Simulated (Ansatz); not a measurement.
# CuGe: relaxing a made-up structure, part 2 of 2

This structure for CuGe is made up. Its elements were placed in a known structure type with a cell scaled to their sizes. What cell does the guess relax to, and how far off was it?

Ansatz 0.2.0; DFT, PBEsol, plane-wave PAW, files of the set soft_1, scalar-relativistic, ferromagnetic start, cell and ions relaxed at zero pressure; PAW set soft_1 (the session's first sound run).

So far: Set-up; Relaxing cell and atoms.

## (3) Electronic structure of the relaxed cell

With the geometry fixed, one more self-consistent run, with a narrower smearing and the mesh shown in its input, gives the bands, and its pressure, and its forces where symmetry allows any, show how far the geometry depends on these settings.

This step: DFT, PBEsol, plane-wave PAW, files of the set soft_1, scalar-relativistic, no spin, bands and density of states at the relaxed cell; PAW set soft_1 (Ansatz 0.2.0).

Input file input.yaml:

```yaml
crystal:
  lattice:
    - [3.9322886174, 0.0, 0.0]
    - [0.0, 3.9322886174, 0.0]
    - [0.0, 0.0, 3.6952209604]
  atoms:
    - { symbol: Ge, position: [0.5, 0.0, 0.5004593073] }
    - { symbol: Ge, position: [0.0, 0.5, 0.4995406927] }
    - { symbol: Cu, position: [0.0, 0.0, 0.0] }
    - { symbol: Cu, position: [0.5, 0.5, 0.0] }
kpoints:
  mp_grid: { grid: [8, 8, 8] }
  band_path:
    path:
      - [[0.0, 0.0, 0.0], [0.0, 0.5, 0.0], [0.5, 0.5, 0.0], [0.0, 0.0, 0.0], [0.0, 0.0, 0.5], [0.0, 0.5, 0.5], [0.5, 0.5, 0.5], [0.0, 0.0, 0.5]]
      - [[0.0, 0.5, 0.0], [0.0, 0.5, 0.5]]
      - [[0.5, 0.5, 0.0], [0.5, 0.5, 0.5]]
    npoints: 8
scf:
  occupations: { method: fermi_dirac, width: 0.03 }
  n_extra_bands: 8
hamiltonian:
  xc: pbesol
  pseudopotentials: { kind: paw, azcp: { folder: soft_1 }, xc_functional: pbe }
output:
  forces: true
  stress: true
  write_bands: true
  dos: { projected: true }
  write_density: true
  write_potential: true
  elf: true
  volumetric_format: npy
```

The run is started by

```sh
> ansatz run input.yaml --threads 4 --pin off --max-ram 8192MiB --backend cpu --events-out ev --progress --plain --runs-dir out
```

Numbers of over 12 decimals in the logs are rounded to 6 here.

What it wrote:

```text
[...]
Crystal: 4 atoms, lattice volume = 57.139 Å³
Basis set: ecut = 420 eV, 1125 PW (Γ), exchange–correlation on 54×54×50 points (8 copies of the dense FFT grid, shifted against one another)
Bands: 41, of which v1, the nominal top of the filled ones, is band 33 counted from 1 (32 counted from 0)
Symmetry: 16 space group operations
[...]
k-points: 75 of 512
[...]
SCF iter   1: F=—  HF=-21686.016011 eV  |F-HF|=—  |Δ(HF+E_count)|=         —  Δρ=2.06e-1  dr2=1.69e1  ethr=3.10e-3  ⟨swp⟩=4.8  Hψ=10056  notcnv=0
[...]
SCF iter  10: F=-21683.896612 eV  HF=-21683.896612 eV  |F-HF|=1.87e-8  |Δ(HF+E_count)|=   1.87e-8  Δρ=5.05e-6  dr2=1.76e-8  ethr=1.52e-10  ⟨swp⟩=11.1  Hψ=17042  notcnv=0
SCF 1 converged in 10 iterations: F = -21683.896612 eV  dr2 = 1.76e-8
[...]
NSCF: frozen V_eff on 75 k-points
SCF converged after 10 iterations
Free energy (F): -21683.896612 eV
[...]
Internal energy: -21683.892656 eV  (E = F + TS)
E sigma→0 (E₀):  -21683.894634 eV
Entropy (-TS):   -0.003956 eV (-0.989 meV/atom)
Fermi energy:    14.465744 eV
[...]
--- Forces (eV/Å), atoms counted from 1 ---
  atom   1  Ge     0.00000000     0.00000000    -0.00333685
  atom   2  Ge     0.00000000     0.00000000     0.00333685
  atom   3  Cu     0.00000000     0.00000000    -0.00000000
  atom   4  Cu     0.00000000     0.00000000    -0.00000000
  max |Σ_I F_I| component: 1.36e-20 eV/Å
--- Stress (GPa, compression-positive) ---
        0.004411       0.000000       0.000000
        0.000000       0.004411       0.000000
        0.000000       0.000000      -0.214792
  P = ⅓ Tr σ = -0.0687 GPa (-0.687 kbar)
--- Band table (eV; the first three rows and the last of 75) ---
  k-point 0: bands = [... 29 lower, 11.7986, 12.1396, 12.2503, 12.7840, 16.1327, 16.1838, 18.9090, 19.6138, ... 4 higher]
  k-point 1: bands = [... 29 lower, 11.7351, 11.7987, 12.1398, 12.5864, 16.1700, 17.6504, 18.5108, 19.8153, ... 4 higher]
  k-point 2: bands = [... 29 lower, 12.0206, 12.1403, 12.7229, 12.7229, 16.2882, 17.8223, 19.3530, 19.3530, ... 4 higher]
  k-point 74: bands = [... 29 lower, 11.5037, 11.5193, 11.5193, 12.3892, 12.3892, 14.2447, 14.2447, 23.5663, ... 4 higher]
```

The job ended after 5.4 s (4 threads of Arm Neoverse V1, shared host; peak memory 0.47 GiB; 20 s of CPU time).

This step gave:

```yaml
free_energy: -21683.8966 eV
energy_at_zero_smearing: -21683.8946 eV
smearing_term_ts: 0.003956 eV
fermi_energy: 14.47 eV
pressure: -0.06866 GPa
```

From bands.tsv, the bands that come nearest the Fermi level along the path, at its corners, in eV from the Fermi level:

```tsv
point	band 29	band 30	band 31	band 32	band 33	band 34	band 35	band 36
Γ	-2.96	-2.67	-2.33	-2.22	-1.68	1.67	1.72	4.44
X	-3.14	-3.14	-0.15	-0.15	0.56	0.56	1.26	1.26
M	-2.89	-2.89	-2.01	-2.01	3.35	3.35	4.47	4.47
Γ	-2.96	-2.67	-2.33	-2.22	-1.68	1.67	1.72	4.44
Z	-2.88	-2.67	-2.32	0.16	0.16	2.09	2.09	2.14
R	-2.95	-2.95	-2.80	-2.80	1.37	1.37	1.78	1.78
A	-2.96	-2.96	-2.95	-2.95	-2.08	-2.08	-0.22	-0.22
Z	-2.88	-2.67	-2.32	0.16	0.16	2.09	2.09	2.14
X	-3.14	-3.14	-0.15	-0.15	0.56	0.56	1.26	1.26
R	-2.95	-2.95	-2.80	-2.80	1.37	1.37	1.78	1.78
M	-2.89	-2.89	-2.01	-2.01	3.35	3.35	4.47	4.47
A	-2.96	-2.96	-2.95	-2.95	-2.08	-2.08	-0.22	-0.22
```

Electrostatic potential energy in the ac plane at fractional y = 0.000, with atoms of Ge and Cu within 0.2 Å of it. With pseudopotentials it is smooth inside the atoms' cores, unlike the true potential.

Ten even steps from '0' (-50 eV) to '9' (17 eV), each cell a mean:
```
00479999999720
13689999999852
67899988899987
99998766689999
99997666668999
99986666667999
99986666667999
99997666667999
99998766678999
78999887899988
34799999999864
01489999999730
00379999999610
```
Columns run along a (3.9 Å; values clipped at the 3rd and 97th percentile), rows up along c (3.7 Å). Atoms in or near the plane, at fractional coordinates: Ge at (0.50, 0.50), Cu at (0.00, 0.00).

Valence density in the ac plane at fractional y = 0.000, with atoms of Ge and Cu within 0.2 Å of it. It is the smooth field of the valence electrons, not physical close to the nuclei.

Ten steps, logarithmic in the rise over the least value, from '_' (0 e/Å³) to '@' (64 e/Å³), each cell a mean:
```
%%##--..______________..==##
++==::________________..::==
....____________________....
__________........__________
________..::==++==..________
________..==##%%**--..______
________..==##%%##--..______
________..--++**++::________
__________..::::::..________
....______________________..
==--..__________________::--
%%**--..______________..==##
@@%%==..______________::++%%
```
Columns run along a (3.9 Å), rows up along c (3.7 Å). Atoms in or near the plane, at fractional coordinates: Ge at (0.50, 0.50), Cu at (0.00, 0.00).

ELF in the ac plane at fractional y = 0.000, with atoms of Ge and Cu within 0.2 Å of it. It is the smooth field of the valence electrons, not physical close to the nuclei.

Ten even steps from '_' (0.14) to '@' (0.77), each cell a mean:
```
**::______..........______--
________..::------::..______
______..--==========::..____
____..--==++======++==::____
____::====--::..::====--..__
____::====::..==..--==--..__
____::====::::**..--==--..__
____::====--......====--..__
____..--======--==++==--..__
______::--==++++++==--..____
________::----==----..______
==..______..........______::
@@==______________________**
```
Columns run along a (3.9 Å), rows up along c (3.7 Å). Atoms in or near the plane, at fractional coordinates: Ge at (0.50, 0.50), Cu at (0.00, 0.00).

## (4) Summary of results

```json
{"space group, relaxed": "P4/mmm", "conventional cell": "a = 2.781, b = 2.781, c = 3.695 Å; α = 90.0°, β = 90.0°, γ = 90.0°", "volume per atom": "14.28 Å³ (guess 15.31)", "total moment": "0.00 μB in the cell of 4 atoms"}
```

**Reading.** CuGe relaxes to P4/mmm with a = 2.781, b = 2.781 and c = 3.695 Å. The guessed volume was 7 % too large. The symmetry rose from P4/nmm to P4/mmm, so the distortion of the structure type doesn't survive with these elements. The moments died out from this one start and weren't seeded again at the relaxed cell. Bands cross the Fermi level, so it is a metal or semimetal at this level. On the 8×8×8 mesh with the narrower smearing (relaxed on 7×7×7) the largest force component is 0.003 eV/Å and the largest stress component is 0.215 GPa, against the relaxation's thresholds of 0.015 eV/Å and 0.05 GPa. The cutoff wasn't tested. No dispersion term is used, so weakly bound directions may come out too long. Nothing here tests whether the compound is stable against decomposition.

[Logs are printed without paths, hosts, clocks, repeated set-up lines and the standing remarks that a program may print on its own settings, such as how far it seeks lower states.]

[Hosts, paths, dates, database ids (printed as entryN), source tags and the programs' standing remarks are cut or masked in the printed files.]
